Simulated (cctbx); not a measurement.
**Accept or mend?**

Cell a = 4.7600 Å, b = 4.7600 Å, c = 4.7600 Å, α = 90.00°, β = 90.00°, γ = 90.00°; space group Pm-3m (no. 221).

Simulated single-crystal data (cctbx): Ag Kα, λ = 0.56087 Å, to d = 0.7 Å, 80 % of the full sphere, strongest reflection 5000 counts, noise from counting, a 2 % proportional error and a noise floor of 15 counts (s.d.); no absorption.

An anisotropic refinement with weights 1/σ² prints:

```text
Rint 0.052, 54 unique reflections to 0.70 A
cycle     R1     wR2    GooF  max shift (A)
   1  0.0453  0.0610   3.410   0.00000
   2  0.0294  0.0420   2.349   0.00000
final R1 0.0294 wR2 0.0420 GooF 2.349  parameters 4  data/parameter 13.5
atom        x        y        z      Ueq    occ   su(xyz)  su(Uiso or U11)
Pr1    0.50000  0.50000  0.00000   0.0137  1.000  0.00000  0.0004
Ga1    0.00000  0.00000  0.00000   0.0266  1.000  0.00000  0.0013
B1     0.50000  0.50000  0.50000   0.0543  1.000  0.00000  0.0199
difference map: max 1.85 min -3.71 rms 0.45
Q1    0.0000  0.0000  0.0000    1    1.85  0.00 A from Ga1
Q2    0.0000  0.5000  0.5000    3    1.22  0.00 A from Pr1
Q3    0.2036  0.3523  0.3523   24    0.87  1.39 A from Pr1
Q4    0.0687  0.0687  0.1894   24    0.83  1.01 A from Ga1
Q5    0.2492  0.5000  0.5000    6    0.77  1.19 A from Pr1
Q6    0.0000  0.3173  0.3173   12    0.72  1.23 A from Pr1
```

Q: Accept it or mend it, and why?

Mend it. The fault: wrong element: Pr1 is Ho. Against the right model at the same level, R1 goes from 0.0122 to 0.0294 and GooF from 0.92 to 2.35, U of Ga1 swells from 0.0179 to 0.0266 Å² and a hole of -3.7 e/Å³ opens. Pr1 has 8 electrons too few and its U shrinks to make up, as expected.

The compound is Ho3GaB. The right model at the same level gives:

```text
Rint 0.052, 54 unique reflections to 0.70 A
cycle     R1     wR2    GooF  max shift (A)
   1  0.0131  0.0176   0.984   0.00000
   2  0.0122  0.0165   0.923   0.00000
final R1 0.0122 wR2 0.0165 GooF 0.923  parameters 4  data/parameter 13.5
atom        x        y        z      Ueq    occ   su(xyz)  su(Uiso or U11)
Ho1    0.50000  0.50000  0.00000   0.0149  1.000  0.00000  0.0002
Ga1    0.00000  0.00000  0.00000   0.0179  1.000  0.00000  0.0005
B1     0.50000  0.50000  0.50000   0.0465  1.000  0.00000  0.0077
difference map: max 0.96 min -0.98 rms 0.24
Q1    0.2432  0.5000  0.5000    6    1.19  1.16 A from Ho1
Q2    0.2091  0.3534  0.3534   24    0.76  1.40 A from Ho1
Q3    0.0000  0.3211  0.3211   12    0.73  1.20 A from Ho1
Q4    0.0000  0.0000  0.0000    1    0.67  0.00 A from Ga1
Q5    0.3519  0.3519  0.5000   12    0.66  1.00 A from B1
Q6    0.0845  0.3815  0.5000   24    0.56  0.69 A from Ho1
```

The model is made up (kin elements in a known structure type, no relaxation), so it says nothing on whether the phase exists.

[Middle refinement cycles are left out of these outputs.]

[Logs are printed without paths, hosts, clocks, repeated set-up lines and the standing remarks that a program may print on its own settings, such as how far it seeks lower states.]
